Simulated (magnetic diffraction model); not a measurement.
## Which magnetic order? Na₃DyBi₂S₈

Space group C2/c (no. 15), a = 10.0110 Å, b = 18.4600 Å, c = 8.8080 Å, β = 117.52°.

```csv
site,atom,x,y,z
8f,Bi,0.7202,0.6240,0.1002
4e,Dy,0,0.7580,1/4
8f,S,0.1783,0.6764,0.1620
8f,S,0.7563,0.5083,0.1236
8f,S,0.0123,0.8558,0.0166
8f,S,0.7061,0.8263,0.0606
4e,Na,1/2,0.5027,1/4
4b,Na,1/2,0,0
4e,Na,0,0.7378,3/4
```

This is a made-up structure (elements placed in a structure type, unrelaxed), so the numbers test the method and describe no known phase.

Only Dy is taken to order (form factors of Dy3+); orders and moment sizes are assumed, and not adapted to the symmetry. Radiation: neutrons of λ = 2.41 Å (absorption by Dy left out), 3° to 40°; isotropic B of 0.24 Å² (Bi), 0.28 Å² (Dy), 0.44 Å² (S) and 0.38 Å² (Na). The intensities are simulated: I ∝ L Σ (|F_N|² + |F_M⊥|²) for unpolarised neutrons, with F_M = 2.695 fm/μB × Σ f(s) S exp(2πi Q·r) exp(−B s²) at Q = H ± k (one set where k and −k are equivalent), only the part normal to Q counting and L = 1/(sin²θ cos θ). For collinear order S is the moment m, which repeats by lattice and centring translations R with the sign exp(−2πi k·R). Form factors are spin-only for 3d ions and dipole or tabulated for f ions, scattering lengths are Sears's of 1992, and absorption is left out. A label names one of the reflections at its angle. The strongest nuclear line in the range is 100, and lines under 0.2 are left out.

Above the ordering temperature:

```
2θ (°)     index      I
 15.00   (0 2 0)   29.2
 17.32   (1 1 0)    3.5
 18.96  (1 1 -1)  100.0
 23.32   (0 2 1)   10.3
 27.57   (1 3 0)    2.2
 28.65  (1 3 -1)    1.6
 29.73   (1 1 1)    0.3
 30.27   (0 4 0)    1.7
 31.50   (2 0 0)    0.4
 31.97  (2 2 -1)   16.9
 32.69  (1 1 -2)    5.0
 35.06   (2 2 0)   11.5
 35.21  (2 0 -2)    2.5
 35.31   (0 4 1)    0.6
 35.94   (0 0 2)    1.5
 36.85   (1 3 1)   27.1
 38.47  (2 2 -2)   10.4
 39.15   (0 2 2)   13.4
 39.33  (1 3 -2)    2.9
```

Below it (cell unchanged):

| 2θ (°) | I |
| --- | --- |
| 8.64 | 36.4 |
| 13.68 | 36.0 |
| 15.00 | 29.2 |
| 16.18 | 25.7 |
| 17.32 | 3.5 |
| 18.96 | 100.0 |
| 19.38 | 15.4 |
| 20.36 | 12.4 |
| 22.27 | 2.1 |
| 22.82 | 14.1 |
| 23.32 | 10.3 |
| 23.80 | 3.0 |
| 24.59 | 14.6 |
| 24.72 | 3.1 |
| 25.22 | 9.5 |
| 26.11 | 4.7 |
| 27.57 | 2.2 |
| 27.58 | 12.6 |
| 28.65 | 1.6 |
| 29.04 | 5.4 |
| 29.47 | 10.3 |
| 29.73 | 0.3 |
| 30.25 | 3.2 |
| 30.27 | 1.7 |
| 30.89 | 4.9 |
| 31.50 | 0.4 |
| 31.97 | 16.9 |
| 32.69 | 5.0 |
| 32.79 | 3.9 |
| 33.18 | 6.2 |
| 34.55 | 4.5 |
| 34.60 | 2.6 |
| 34.92 | 6.7 |
| 34.97 | 3.8 |
| 35.06 | 11.5 |
| 35.09 | 3.3 |
(The table stops after 36 lines; 16 more lie at higher angle.)

**Question.** Check that the new lines index with k = (1/2 1/2 1), then choose among these models:
A. collinear moments along [110], 8.9 μB on Dy; signs + at (0, 0.7580, 1/4), − at (1/2, 0.7420, 3/4)
B. collinear moments along [100], 8.9 μB on Dy; signs + at (0, 0.7580, 1/4), + at (1/2, 0.7420, 3/4)
C. collinear moments along [110], 8.9 μB on Dy; signs + at (0, 0.7580, 1/4), + at (1/2, 0.7420, 3/4)
D. collinear moments along [100], 8.9 μB on Dy; signs + at (0, 0.7580, 1/4), − at (1/2, 0.7420, 3/4)

The new lines index as (1/2 1/2 0) at 8.64°, (1/2 -3/2 0) at 13.68°, (1/2 1/2 -1) at 16.18° and (-1/2 3/2 1) at 19.38°, that is as H ± k with k = (1/2 1/2 1), one of 2 inequivalent arms of its star (k and −k counted as one), which a powder can't tell apart. Half indices mean that the moments reverse under translations with k·R a half-integer, and the magnetic cell has twice the primitive volume.

Magnetic intensity, observed (below minus above) and for each model:

| 2θ (°) | index | observed | A | B | C | D |
| --- | --- | --- | --- | --- | --- | --- |
| 8.64 | (1/2 1/2 0) | 36.4 | 42.3 | 40.3 | 46.8 | 36.4 |
| 13.68 | (1/2 -3/2 0) | 36.0 | 37.1 | 26.6 | 27.4 | 36.0 |
| 20.36 | (1/2 5/2 0) | 12.4 | 0.7 | 20.7 | 1.2 | 12.4 |
| 22.27 | (-3/2 1/2 1) | 2.1 | 14.9 | 1.9 | 13.5 | 2.1 |
| 23.80 | (3/2 -1/2 0) | 3.0 | 11.9 | 3.3 | 13.2 | 3.0 |
| 24.59 | (1/2 5/2 -1) | 14.6 | 5.5 | 8.8 | 3.3 | 14.6 |
| 27.58 | (1/2 -7/2 0) | 12.6 | 6.4 | 6.1 | 3.1 | 12.6 |
| 35.09 | (1/2 9/2 0) | 3.3 | 0.3 | 8.3 | 0.8 | 3.3 |

Model D matches.

The structure used: k = (1/2 1/2 1), collinear moments along [100], 8.9 μB on Dy; signs + at (0, 0.7580, 1/4), − at (1/2, 0.7420, 3/4).

[Logs are printed without paths, hosts, clocks, repeated set-up lines and the standing remarks that a program may print on its own settings, such as how far it seeks lower states.]
